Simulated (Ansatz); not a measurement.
## Sr on Y(0001): change of the work function

Wanted: Δφ(θ) for Sr/Y(0001), starting from the hcp site.

Main program and level: Ansatz 0.2.0; plane-wave DFT, PBEsol, Ansatz PAW.

## 1. Set-up

The cell holds 4 atoms: 4 Y. Its edges and angles: a = 3.650 Å, b = 3.650 Å, c = 26.601 Å, α = 90.0°, β = 90.0°, γ = 60.0°. Vacuum lies along c.

Coordinates:

```
Y
1.0
     3.65000    0.00000    0.00000
     1.82500    3.16099    0.00000
     0.00000    0.00000   26.60122
Y
4
Direct
  0.66667 0.66667 0.33833
  0.00000 0.00000 0.44611
  0.66667 0.66667 0.55389
  0.00000 0.00000 0.66167
```

## 2. The clean slab

The bare slab comes first, as the zero from which every change is counted. The two lowest layers are held at bulk places and the upper ones relax. The dipole correction removes the false field that a one-sided slab makes across the periodic vacuum, so each face gets a flat vacuum level of its own.

Contents of input.yaml:

```yaml
crystal:
  lattice:
    - [3.65, 0.0, 0.0]
    - [1.825, 3.1609927238, 0.0]
    - [0.0, 0.0, 26.601225]
  atoms:
    - { symbol: "Y", position: [0.6666666667, 0.6666666667, 0.3383302837] }
    - { symbol: "Y", position: [0.0, 0.0, 0.4461100946] }
    - { symbol: "Y", position: [0.6666666667, 0.6666666667, 0.5538899054] }
    - { symbol: "Y", position: [0.0, 0.0, 0.6616697163] }
kpoints:
  mp_grid: { grid: [10, 10, 1] }
hamiltonian:
  xc: pbesol
scf:
  occupations: { method: fermi_dirac, width: 0.1 }
  convergence: { dr2_threshold: 1.0e-08 }
efield:
  axis: 3
  dipole_correction: true
  ramp_position: 0.97
  ramp_width: 0.06
relax:
  f_tol: 0.02
  max_steps: 60
  constraints: [{ sites: [0, 1] }]
output:
  write_potential: true
  write_density: true
  volumetric_format: npy
```

Command:

```
> ansatz run input.yaml --threads 4 --pin off --max-ram 12288MiB --backend cpu --events-out ev --progress --plain --runs-dir out
```

Numbers of over 12 decimals in the logs are rounded to 6 here.

The program printed:

```text
Engine: ansatz 0.2.0, aarch64-unknown-linux-gnu
Pseudopotentials: kind: paw
Pseudopotential: Y, paw, valence charge 11, recommended cutoff 420 eV (normal), Y.paw.azcp
Functional definition: PBEsol
  exchange = pbesol_x
  correlation = pbesol_c
Crystal: 4 atoms, lattice volume = 306.915 Å³
Basis set: ecut = 420 eV, 5921 PW (Γ), exchange–correlation on 50×50×360 points (8 copies of the dense FFT grid, shifted against one another)
Bands: 27, of which v1, the nominal top of the filled ones, is band 22 counted from 1 (21 counted from 0)
Symmetry: 6 space group operations
k-points: 14 of 100 (time reversal used)
Non-local potential: Y, projectors of the file, l = 0: 3, l = 1: 2, l = 2: 2, l = 3: 1
PAW form: soft (Blöchl's): semilocal exchange-correlation on the pseudo side does not see the compensation charge
PAW frozen core: Y, regenerated for the run's functional, and the local potential with it (the file was generated under x = pbe(κ = 0.804, μ = 0.219515), c = pbe(β = 0.066725))
PAW one-centre angular grid: Y, 590 points (default); XC on 64 Gauss nodes
Initial density: superposition of atomic densities (neutral atoms: chi_scale 0, normalization atom), corrected by the library's trained network
Initial wavefunctions: pseudopotential atomic-orbital guess
Functional: x = pbesol(κ = 0.804, μ = 0.123457), c = pbesol(β = 0.046)
SCF iter   1: F=—  HF=-15178.796719 eV  |F-HF|=—  |Δ(HF+E_count)|=         —  Δρ=2.83e-3  dr2=4.51e-1  ethr=1.77e-3  p=0.000 e·Å  D=9.23e-15 V/Å  ΔV_dip=-0.00 eV  dr2_dipole=4.66e-7  V_vac-E_F(+/−)=3.08/3.08 eV  ⟨swp⟩=6.6  Hψ=3662  notcnv=0
efield: sawtooth ramp at fractional position 0.9700 (set: `efield.ramp_position`, or a place that a band, a saddle search or an elastic batch's reference lends), width 0.0600; the density the first Hamiltonian is built on has a dipole p = 0.000 e·Å; the dipole correction subtracts the counter field D = 9.23e-15 V/Å, which shifts the + side's vacuum level by -0.00 eV against the − side's; the planar-averaged density in the ramp window peaks in size at 3.3e-5 e/Å³
automatic band count: the SCF goes on with 32 bands, as 27 were too few: the levels above may hold too much charge
preconditioner: auto → LDOS  [metal: Δε(μ)=0.003 eV  Ē_g=2.548 eV  σ=0.100 eV  W_gap=0.01  n_scr=16 (ndim 8)  ℏωp=7.3 eV  f_vac=0.494  D(μ)=10.00/eV (n_scr^D=86)  β→1.0]
SCF iter   2: F=—  HF=-15178.785753 eV  |F-HF|=—  |Δ(HF+E_count)|=   1.10e-2  Δρ=8.26e-4  dr2=3.52e-3  ethr=1.03e-3  p=-0.000 e·Å  D=-2.33e-6 V/Å  ΔV_dip=0.00 eV  dr2_dipole=7.12e-10  V_vac-E_F(+/−)=3.33/3.33 eV  ⟨swp⟩=1.4  Hψ=566  notcnv=0
SCF iter   3: F=—  HF=-15178.785677 eV  |F-HF|=—  |Δ(HF+E_count)|=   7.68e-5  Δρ=4.38e-4  dr2=4.79e-3  ethr=8.01e-6  p=0.000 e·Å  D=5.79e-7 V/Å  ΔV_dip=-0.00 eV  dr2_dipole=1.62e-7  V_vac-E_F(+/−)=3.37/3.37 eV  ⟨swp⟩=2.0  Hψ=712  notcnv=0
SCF iter   4: F=—  HF=-15178.785466 eV  |F-HF|=—  |Δ(HF+E_count)|=   2.11e-4  Δρ=1.52e-4  dr2=2.02e-4  ethr=8.01e-6  p=-0.000 e·Å  D=-2.81e-6 V/Å  ΔV_dip=0.00 eV  dr2_dipole=2.76e-7  V_vac-E_F(+/−)=3.39/3.39 eV  ⟨swp⟩=2.4  Hψ=669  notcnv=0
SCF iter   5: F=—  HF=-15178.785450 eV  |F-HF|=—  |Δ(HF+E_count)|=   1.60e-5  Δρ=3.54e-5  dr2=1.84e-5  ethr=4.59e-7  p=0.000 e·Å  D=5.55e-8 V/Å  ΔV_dip=-0.00 eV  dr2_dipole=4.72e-12  V_vac-E_F(+/−)=3.41/3.41 eV  ⟨swp⟩=2.0  Hψ=700  notcnv=0
SCF iter   6: F=—  HF=-15178.785452 eV  |F-HF|=—  |Δ(HF+E_count)|=   2.60e-6  Δρ=2.21e-5  dr2=3.73e-6  ethr=4.18e-8  p=-0.000 e·Å  D=-3.47e-7 V/Å  ΔV_dip=0.00 eV  dr2_dipole=6.35e-10  V_vac-E_F(+/−)=3.42/3.42 eV  ⟨swp⟩=2.0  Hψ=603  notcnv=0
SCF iter   7: F=—  HF=-15178.785511 eV  |F-HF|=—  |Δ(HF+E_count)|=   5.88e-5  Δρ=9.19e-6  dr2=1.42e-6  ethr=8.48e-9  p=0.000 e·Å  D=1.05e-7 V/Å  ΔV_dip=-0.00 eV  dr2_dipole=1.26e-9  V_vac-E_F(+/−)=3.42/3.42 eV  ⟨swp⟩=2.0  Hψ=639  notcnv=0
SCF iter   8: F=—  HF=-15178.785511 eV  |F-HF|=—  |Δ(HF+E_count)|=   3.34e-8  Δρ=3.10e-6  dr2=4.55e-8  ethr=3.23e-9  p=-0.000 e·Å  D=-1.04e-7 V/Å  ΔV_dip=0.00 eV  dr2_dipole=2.04e-11  V_vac-E_F(+/−)=3.42/3.42 eV  ⟨swp⟩=2.4  Hψ=624  notcnv=0
SCF iter   9: F=—  HF=-15178.785511 eV  |F-HF|=—  |Δ(HF+E_count)|=   1.49e-8  Δρ=9.61e-7  dr2=1.44e-8  ethr=2.27e-11  p=-0.000 e·Å  D=-8.18e-8 V/Å  ΔV_dip=0.00 eV  dr2_dipole=3.95e-13  V_vac-E_F(+/−)=3.42/3.42 eV  ⟨swp⟩=8.9  Hψ=2660  notcnv=0
SCF iter  10: F=-15178.785511 eV  HF=-15178.785511 eV  |F-HF|=6.37e-10  |Δ(HF+E_count)|=   3.58e-9  Δρ=2.26e-7  dr2=9.49e-10  ethr=2.27e-11  p=-0.000 e·Å  D=-3.48e-8 V/Å  ΔV_dip=0.00 eV  dr2_dipole=2.04e-13  V_vac-E_F(+/−)=3.42/3.42 eV  ⟨swp⟩=7.7  Hψ=2262  notcnv=0
SCF 1 converged in 10 iterations: F = -15178.785511 eV  dr2 = 9.49e-10
  greatest PAW one-centre occupation: 0.993 electrons in one spin orbital (limit 2), on the Y atom at site 0 (counted from 0), in its partial waves of l = 0
relax step   1: F+E_penalty+E_count = -15178.78551117 eV  Δ(F+E_penalty+E_count) = +0.000e0 eV  max|allowed force component| = 3.214e-1 eV/Å  Δτ_max = 0.0000 Å  (10 SCF iters, accepted)
Bands: 32, of which v1, the nominal top of the filled ones, is band 22 counted from 1 (21 counted from 0)
Initial density: handed on by an earlier stage of this run
Initial wavefunctions: those handed on with the density
iter 1 solved again at ethr=2.77e-3 eV; its pass at ethr=3.10e-3 eV (dr2=1.22e0 eV) is discarded
SCF iter   1: F=—  HF=-15178.873860 eV  |F-HF|=—  |Δ(HF+E_count)|=         —  Δρ=4.89e-3  dr2=1.28e0  ethr=2.77e-3  p=-0.000 e·Å  D=-2.85e-8 V/Å  ΔV_dip=0.00 eV  dr2_dipole=9.46e-3  V_vac-E_F(+/−)=3.47/3.47 eV  ⟨swp⟩=1.0  Hψ=1704  notcnv=0
efield: sawtooth ramp at fractional position 0.9700 (set: `efield.ramp_position`, or a place that a band, a saddle search or an elastic batch's reference lends), width 0.0600; the density the first Hamiltonian is built on has a dipole p = -0.000 e·Å; the dipole correction subtracts the counter field D = -2.85e-8 V/Å, which shifts the + side's vacuum level by +0.00 eV against the − side's; the planar-averaged density in the ramp window peaks in size at 6.6e-7 e/Å³
preconditioner: auto → LDOS  [metal: Δε(μ)=0.033 eV  Ē_g=2.617 eV  σ=0.100 eV  W_gap=0.08  n_scr=16 (ndim 8)  ℏωp=7.3 eV  f_vac=0.503  D(μ)=8.17/eV (n_scr^D=60)  β→1.0]
SCF iter   2: F=—  HF=-15178.822592 eV  |F-HF|=—  |Δ(HF+E_count)|=   5.13e-2  Δρ=2.02e-3  dr2=9.27e-2  ethr=2.77e-3  p=0.012 e·Å  D=6.80e-3 V/Å  ΔV_dip=-0.18 eV  dr2_dipole=2.69e-2  V_vac-E_F(+/−)=3.24/3.42 eV  ⟨swp⟩=2.1  Hψ=475  notcnv=0
SCF iter   3: F=—  HF=-15178.816607 eV  |F-HF|=—  |Δ(HF+E_count)|=   5.98e-3  Δρ=7.63e-4  dr2=1.43e-2  ethr=2.11e-4  p=0.005 e·Å  D=2.83e-3 V/Å  ΔV_dip=-0.08 eV  dr2_dipole=3.09e-4  V_vac-E_F(+/−)=3.35/3.42 eV  ⟨swp⟩=2.4  Hψ=602  notcnv=0
SCF iter   4: F=—  HF=-15178.815999 eV  |F-HF|=—  |Δ(HF+E_count)|=   6.08e-4  Δρ=2.78e-4  dr2=1.09e-3  ethr=3.26e-5  p=0.004 e·Å  D=2.25e-3 V/Å  ΔV_dip=-0.06 eV  dr2_dipole=2.61e-4  V_vac-E_F(+/−)=3.36/3.42 eV  ⟨swp⟩=1.3  Hψ=453  notcnv=0
SCF iter   5: F=—  HF=-15178.815925 eV  |F-HF|=—  |Δ(HF+E_count)|=   7.44e-5  Δρ=6.99e-5  dr2=4.95e-5  ethr=2.48e-6  p=0.003 e·Å  D=1.60e-3 V/Å  ΔV_dip=-0.04 eV  dr2_dipole=4.71e-6  V_vac-E_F(+/−)=3.38/3.42 eV  ⟨swp⟩=2.0  Hψ=542  notcnv=0
SCF iter   6: F=—  HF=-15178.815924 eV  |F-HF|=—  |Δ(HF+E_count)|=   1.80e-7  Δρ=2.75e-5  dr2=9.20e-6  ethr=1.12e-7  p=0.002 e·Å  D=9.85e-4 V/Å  ΔV_dip=-0.03 eV  dr2_dipole=2.90e-7  V_vac-E_F(+/−)=3.40/3.42 eV  ⟨swp⟩=2.1  Hψ=549  notcnv=0
SCF iter   7: F=—  HF=-15178.815986 eV  |F-HF|=—  |Δ(HF+E_count)|=   6.15e-5  Δρ=1.53e-5  dr2=2.97e-6  ethr=2.09e-8  p=0.001 e·Å  D=6.89e-4 V/Å  ΔV_dip=-0.02 eV  dr2_dipole=3.12e-7  V_vac-E_F(+/−)=3.40/3.42 eV  ⟨swp⟩=2.0  Hψ=642  notcnv=0
SCF iter   8: F=—  HF=-15178.815986 eV  |F-HF|=—  |Δ(HF+E_count)|=   6.15e-8  Δρ=4.19e-6  dr2=2.23e-7  ethr=6.75e-9  p=0.001 e·Å  D=5.95e-4 V/Å  ΔV_dip=-0.02 eV  dr2_dipole=7.87e-9  V_vac-E_F(+/−)=3.41/3.42 eV  ⟨swp⟩=2.1  Hψ=631  notcnv=0
SCF iter   9: F=—  HF=-15178.815986 eV  |F-HF|=—  |Δ(HF+E_count)|=   5.01e-8  Δρ=1.38e-6  dr2=2.60e-8  ethr=5.08e-10  p=0.001 e·Å  D=5.61e-4 V/Å  ΔV_dip=-0.01 eV  dr2_dipole=8.38e-9  V_vac-E_F(+/−)=3.41/3.42 eV  ⟨swp⟩=2.4  Hψ=667  notcnv=0
SCF iter  10: F=-15178.815986 eV  HF=-15178.815986 eV  |F-HF|=7.02e-9  |Δ(HF+E_count)|=   5.99e-9  Δρ=6.23e-7  dr2=9.01e-9  ethr=2.27e-11  p=0.001 e·Å  D=5.55e-4 V/Å  ΔV_dip=-0.01 eV  dr2_dipole=1.38e-10  V_vac-E_F(+/−)=3.41/3.42 eV  ⟨swp⟩=8.0  Hψ=2524  notcnv=0
SCF 2 converged in 10 iterations: F = -15178.815986 eV  dr2 = 9.01e-9
  greatest PAW one-centre occupation: 0.993 electrons in one spin orbital (limit 2), on the Y atom at site 3 (counted from 0), in its partial waves of l = 0
relax step   2: F+E_penalty+E_count = -15178.81598603 eV  Δ(F+E_penalty+E_count) = -3.047e-2 eV  max|allowed force component| = 2.074e-2 eV/Å  Δτ_max = 0.1933 Å  (10 SCF iters, accepted)
SCF iter   1: F=—  HF=-15178.817394 eV  |F-HF|=—  |Δ(HF+E_count)|=         —  Δρ=7.78e-4  dr2=4.90e-2  ethr=6.56e-4  p=0.001 e·Å  D=5.55e-4 V/Å  ΔV_dip=-0.01 eV  dr2_dipole=6.96e-3  V_vac-E_F(+/−)=3.41/3.43 eV  ⟨swp⟩=2.2  Hψ=783  notcnv=0
efield: sawtooth ramp at fractional position 0.9700 (set: `efield.ramp_position`, or a place that a band, a saddle search or an elastic batch's reference lends), width 0.0600; the density the first Hamiltonian is built on has a dipole p = 0.001 e·Å; the dipole correction subtracts the counter field D = 5.55e-4 V/Å, which shifts the + side's vacuum level by -0.01 eV against the − side's; the planar-averaged density in the ramp window peaks in size at 5.5e-7 e/Å³
preconditioner: auto → LDOS  [metal: Δε(μ)=0.016 eV  Ē_g=2.592 eV  σ=0.100 eV  W_gap=0.04  n_scr=16 (ndim 8)  ℏωp=7.3 eV  f_vac=0.501  D(μ)=9.10/eV (n_scr^D=84)  β→1.0]
SCF iter   2: F=—  HF=-15178.816233 eV  |F-HF|=—  |Δ(HF+E_count)|=   1.16e-3  Δρ=2.86e-4  dr2=7.62e-4  ethr=1.11e-4  p=0.002 e·Å  D=1.39e-3 V/Å  ΔV_dip=-0.04 eV  dr2_dipole=3.05e-4  V_vac-E_F(+/−)=3.39/3.43 eV  ⟨swp⟩=1.0  Hψ=560  notcnv=0
SCF iter   3: F=—  HF=-15178.816210 eV  |F-HF|=—  |Δ(HF+E_count)|=   2.24e-5  Δρ=1.32e-4  dr2=4.51e-4  ethr=1.73e-6  p=0.001 e·Å  D=8.74e-4 V/Å  ΔV_dip=-0.02 eV  dr2_dipole=8.61e-6  V_vac-E_F(+/−)=3.40/3.42 eV  ⟨swp⟩=2.1  Hψ=683  notcnv=0
SCF iter   4: F=—  HF=-15178.816198 eV  |F-HF|=—  |Δ(HF+E_count)|=   1.25e-5  Δρ=6.75e-5  dr2=8.04e-5  ethr=1.03e-6  p=0.001 e·Å  D=7.87e-4 V/Å  ΔV_dip=-0.02 eV  dr2_dipole=2.72e-6  V_vac-E_F(+/−)=3.40/3.42 eV  ⟨swp⟩=1.0  Hψ=448  notcnv=0
SCF iter   5: F=—  HF=-15178.816191 eV  |F-HF|=—  |Δ(HF+E_count)|=   6.54e-6  Δρ=1.47e-5  dr2=4.87e-6  ethr=1.83e-7  p=0.001 e·Å  D=6.82e-4 V/Å  ΔV_dip=-0.02 eV  dr2_dipole=5.95e-7  V_vac-E_F(+/−)=3.41/3.42 eV  ⟨swp⟩=1.0  Hψ=448  notcnv=0
SCF iter   6: F=—  HF=-15178.816250 eV  |F-HF|=—  |Δ(HF+E_count)|=   5.89e-5  Δρ=4.98e-6  dr2=1.43e-7  ethr=1.11e-8  p=0.001 e·Å  D=6.13e-4 V/Å  ΔV_dip=-0.02 eV  dr2_dipole=6.29e-9  V_vac-E_F(+/−)=3.41/3.42 eV  ⟨swp⟩=2.0  Hψ=523  notcnv=0
SCF iter   7: F=—  HF=-15178.816250 eV  |F-HF|=—  |Δ(HF+E_count)|=   7.73e-8  Δρ=2.07e-6  dr2=8.34e-8  ethr=3.26e-10  p=0.001 e·Å  D=5.73e-4 V/Å  ΔV_dip=-0.02 eV  dr2_dipole=2.36e-8  V_vac-E_F(+/−)=3.41/3.42 eV  ⟨swp⟩=2.0  Hψ=731  notcnv=0
SCF iter   8: F=-15178.816250 eV  HF=-15178.816250 eV  |F-HF|=3.41e-9  |Δ(HF+E_count)|=   3.93e-9  Δρ=7.40e-7  dr2=6.41e-9  ethr=2.27e-11  p=0.001 e·Å  D=5.59e-4 V/Å  ΔV_dip=-0.01 eV  dr2_dipole=1.06e-9  V_vac-E_F(+/−)=3.41/3.42 eV  ⟨swp⟩=7.0  Hψ=2754  notcnv=0
SCF 3 converged in 8 iterations: F = -15178.816250 eV  dr2 = 6.41e-9
relax step   3: F+E_penalty+E_count = -15178.81625025 eV  Δ(F+E_penalty+E_count) = -2.642e-4 eV  max|allowed force component| = 2.550e-3 eV/Å  Δτ_max = 0.0251 Å  (8 SCF iters, accepted)
NSCF: frozen V_eff on 14 k-points
the band table was solved once a step of the walk had ended and its energy, with any forces and stress, was formed, with the checks that follow a solve (2072 applications of the Hamiltonian). They found nothing against the state; the energy, forces and stress were not computed again (output.eigenvalues in the input reference)
WARN: The output density's exchange-correlation potential varies sharply where the density is thin. Do not read a vacuum level from v_tot or v_xc, or from such a field of the output density. On a cell that repeats whose density bears no net charge and no dipole along the vacuum's axis use v_es (v_loc + v_h of the components); under efield.dipole_correction with no amplitude use v_es + v_field, which holds any externa [...]
SCF converged after 8 iterations
Free energy (F): -15178.816250 eV
Harris-Foulkes:  -15178.816250 eV  (|F-HF|=3.41e-9)
Internal energy: -15178.517402 eV  (E = F + TS)
E sigma→0 (E₀):  -15178.666826 eV
Entropy (-TS):   -0.298848 eV (-74.712 meV/atom)
Fermi energy:    2.128745 eV
Dipole field:    D = 0.000523 V/Å  (p = 0.000888 e·Å, saw-weighted, corrected)
Work function:   Φ+ = 3.4098 eV   Φ− = 3.4237 eV
Levels:          The Fermi level and band energies are counted from a zero that moves with the ramp; work functions are not
--- Per-component energies (eV) ---
  E_band       = -806.688897
  E_kinetic    = 1215.237287
  E_local      = -25752.523422  (includes V_loc(G=0)·N_el)
  E_nonlocal   = 207.479539
  E_hartree    = 12264.541588
  E_xc         = -682.783489
  E_vxc        = -787.268135  (∫ρ·V_xc dr)
  E_paw        = -11093.805166  (= ΣΔE_a)
  E_vpaw       = -218.697812  (= ΣTr[D̂ρ^β])
  E_aug_tail   = 0.000010  (compensation charges beyond the density's cutoff)
  E_efield     = 0.000000  (sawtooth field / dipole correction)
  E_vefield    = 0.001572  (∫n·V_field dr)
  E_ewald      = 8662.741159
  E_core_change = 0.595091  (= ΣΔE_core)
  E_smearing   = -0.298848  (= −TS)
  E_closure    = 0.000000  (closes the sum)
  Σ components = -15178.816250   (vs F -15178.816250, Δ=0.00e0)
--- Forces (eV/Å), atoms counted from 1 ---
  atom   1  Y     -0.00000000     0.00000000     0.31089464
  atom   2  Y     -0.00000000    -0.00000000    -0.31382373
  atom   3  Y     -0.00000000     0.00000000     0.00036857
  atom   4  Y      0.00000000    -0.00000000     0.00255025
  max |Σ_I F_I| component: 1.03e-5 eV/Å
--- Band table (eV; the first three rows and the last of 14) ---
  k-point 0: bands = [... 18 lower, -0.7254, 0.0813, 2.2909, 2.3250, 3.0105, 3.3822, 3.6192, 3.6192, ... 6 higher]
  k-point 1: bands = [... 18 lower, -0.5302, 0.2775, 2.2811, 2.3563, 2.8091, 3.2324, 3.3955, 3.4327, ... 6 higher]
  k-point 2: bands = [... 18 lower, -0.0153, 0.7770, 2.1357, 2.3361, 2.3735, 2.8103, 2.8853, 3.2324, ... 6 higher]
  k-point 13: bands = [... 18 lower, 1.4289, 1.6906, 1.7447, 1.9686, 2.1594, 2.4525, 2.5534, 2.7129, ... 6 higher]
--- Relaxed structure (3 steps of the walk, 3 accepted, 0 SCFs on fresh bases) ---
  F+E_penalty+E_count = -15178.81625025 eV   max|allowed force component| = 2.550e-3 eV/Å
  atoms:
    - { symbol: Y, position: [0.666667, 0.666667, 0.3383302837] }
    - { symbol: Y, position: [0.0, 0.0, 0.4461100946] }
    - { symbol: Y, position: [0.666667, 0.666667, 0.551839] }
    - { symbol: Y, position: [0, 0, 0.653460] }
```

The job ended after 10 s (4 threads of Arm Neoverse V1, shared host; peak memory 0.61 GiB; 38 s of CPU time).

Step by step:

```
step  energy less that of the first step (eV)  largest force component (eV/Å)
   1                                   0.0000                          0.3214
   2                                  -0.0305                          0.0207
   3                                  -0.0307                          0.0026
```

Forces are held to the 6 operations that the run works with; a distortion that breaks them can't arise in this run.

The atoms that moved most (Å):

```
atom     dx     dy      dz  length
  Y4  0.000  0.000  -0.218   0.218
  Y3  0.000  0.000  -0.055   0.055
```

The relaxed structure:

```xyz
4
Lattice="3.6500 0.0000 0.0000 1.8250 3.1610 0.0000 0.0000 0.0000 26.6012" Properties=species:S:1:pos:R:3
Y     3.6500    2.1073    9.0000
Y     0.0000    0.0000   11.8671
Y     3.6500    2.1073   14.6796
Y     0.0000    0.0000   17.3828
```

Numbers from this step:

```
energy at zero smearing   : -15178.6668 eV
work function, upper face : 3.410 eV
dipole along the normal   : 8.88e-4 e·Å
```

Running mean over 2.867 Å of the planar mean; the ramp of the sawtooth is left out. Electron's electrostatic potential energy less the Fermi level against z:

```
z (Å)  electron's electrostatic potential energy less the Fermi level (eV)
    4                                                                 3.42
    5                                                                 3.38
    6                                                                 3.08
    7                                                                 1.21
    8                                                                -4.02
    9                                                                -5.76
   10                                                                -5.49
   11                                                                -5.34
   12                                                                -5.42
   13                                                                -5.69
   14                                                                -5.50
   15                                                                -5.47
   16                                                                -6.21
   17                                                                -5.86
   18                                                                -5.24
   19                                                               -0.679
   20                                                                 2.71
   21                                                                 3.31
   22                                                                 3.40
   23                                                                 3.41
```

The relaxation took 3 steps and lowered the energy by 0.031 eV; the largest force on the free atoms ends at 0.0026 eV/Å.

The work function of the upper face is 3.41 eV.

[end of part 1 of 5]

[Logs are printed without paths, hosts, clocks, repeated set-up lines and the standing remarks that a program may print on its own settings, such as how far it seeks lower states.]

[Hosts, paths, dates, database ids (printed as entryN), source tags and the programs' standing remarks are cut or masked in the printed files.]

[Maps of the electrostatic potential energy from Ansatz leave out the sawtooth potential of an applied field or a dipole correction, so their vacuum need not be flat; planar profiles and work functions include it.]
